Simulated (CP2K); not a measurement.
Consider 2-methoxypyridine at its PBE geometry (Å).

```xyz
15

C    -2.5866    0.4321   -0.6249
O    -1.4325   -0.2683   -1.1404
C    -0.2881   -0.1683   -0.4030
C     0.8542   -0.8149   -0.9161
C     2.0275   -0.7314   -0.1803
C     2.0351   -0.0173    1.0285
C     0.8515    0.5892    1.4354
N    -0.3022    0.5211    0.7380
H    -3.3764    0.2515   -1.3610
H    -2.8738    0.0405    0.3596
H    -2.3813    1.5069   -0.5310
H     0.7952   -1.3526   -1.8603
H     2.9339   -1.2171   -0.5425
H     2.9362    0.0669    1.6332
H     0.8075    1.1617    2.3646
```

Method: CP2K XAS_TDP, all-electron GAPW, PBEh(45%), aug-cc-pVDZ, TDA, GW2X-corrected core level, no relativity.

**Question.** Where do the C K-edge lines lie, and how strong are they?

Leading lines: C1 291.57 eV, C3 289.08 eV, C4 287.11 eV, C5 287.10 eV, C6 287.49 eV and C7 287.46 eV. The leading line of an atom is its first one with 35 % of the strongest within 2.5 eV of its lowest line over the strength cut. Core ionisation energies at this level: C5 292.50, C7 292.81, C4 291.96, C6 291.88, C1 293.72 and C3 294.19 eV.

The first six lines of each atom with a strength over 0.0015:

```tsv
atom	energy (eV)	states	strength, one atom	above the computed threshold
C1 (bonded to O and 3 H)	291.57	1	0.0394	
	292.27	1	0.0046	
	292.57	1	0.0221	
	292.72	1	0.0164	
	293.08	1	0.0025	
	293.41	1	0.0027	
C3 (bonded to C, N and O)	289.08	1	0.0639	
	293.32	1	0.0072	
	293.43	1	0.0029	
	293.54	1	0.0052	
	294.70	1	0.0024	yes
	294.89	1	0.0036	yes
C4 (bonded to 2 C and H)	287.11	1	0.0439	
	289.03	1	0.0023	
	290.16	1	0.0095	
	291.07	1	0.0038	
	291.62	1	0.0029	
	291.66	1	0.0017	
C5 (bonded to 2 C and H)	287.10	1	0.0544	
	290.47	1	0.0114	
	291.72	1	0.0016	
	292.18	1	0.0025	
	292.83	1	0.0022	yes
	293.15	1	0.0051	yes
C6 (bonded to 2 C and H)	287.49	1	0.0489	
	289.90	1	0.0105	
	291.10	1	0.0017	
	291.53	1	0.0025	
	291.72	1	0.0023	
	292.24	1	0.0019	yes
C7 (bonded to C, N and H)	287.46	1	0.0556	
	290.96	1	0.0109	
	291.90	1	0.0029	
	292.41	1	0.0021	
	293.38	1	0.0054	yes
	293.79	1	0.0035	yes
```

Lines are vertical, at one geometry, with no vibrational structure. GW2X ionisation energies and lines can be off by 1 to 2 eV either way, and a good line position may hide errors that cancel. These values hold no scalar relativity, about 0.1 eV for C 1s. Rydberg lines, and the discretised continuum above threshold, depend on the basis and the box.

[Banner, clock and machine lines of the logs are left out without a mark of their own.]

[Logs are printed without paths, hosts, clocks, repeated set-up lines and the standing remarks that a program may print on its own settings, such as how far it seeks lower states.]

[Hosts, paths, dates, database ids (printed as entryN), source tags and the programs' standing remarks are cut or masked in the printed files.]
